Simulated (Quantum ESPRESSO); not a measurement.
# Voltage at the next charge: Os(0001), 4 layers, one monolayer of F on fcc sites against an electrode

How the rows were computed: Quantum ESPRESSO 7.5, PBE, GBRV ultrasoft; ESM with bc3, a metal electrode 5.81 Å above the top atoms; cell area 6.502 Å²; ions fixed. V is the potential energy of an electron at the electrode over the slab's Fermi level, divided by e, so that it equals the work function at zero charge; positive charge removes electrons.

```tsv
charge (e a cell)	V (V)
0	7.548
0.0098	9.042
0.0195	10.523
```

To predict: What is V at a charge of 0.039 e, and what capacitance do the rows imply?

**Fit.** The last two rows give dV/dq = (10.523 − 9.042)/(0.0195 − 0.0098) = 152.7 V/e, so C = 1602/(6.502 × 152.7) = 1.61 µF/cm², an effective gap of 8.854/1.61 = 5.49 Å. At constant C, V = 10.523 + 152.7 × 0.0195 = 13.50 V.

**Check.** V = 13.505 V; the estimate misses by 0.00 V, 0.2 % of the step. Over the three intervals C goes 1.62, 1.61 and 1.61 µF/cm².

**Limits.** Vacuum fills the gap; a dielectric or electrolyte would change C. The slab is thin.

[Logs are printed without paths, hosts, clocks, repeated set-up lines and the standing remarks that a program may print on its own settings, such as how far it seeks lower states.]
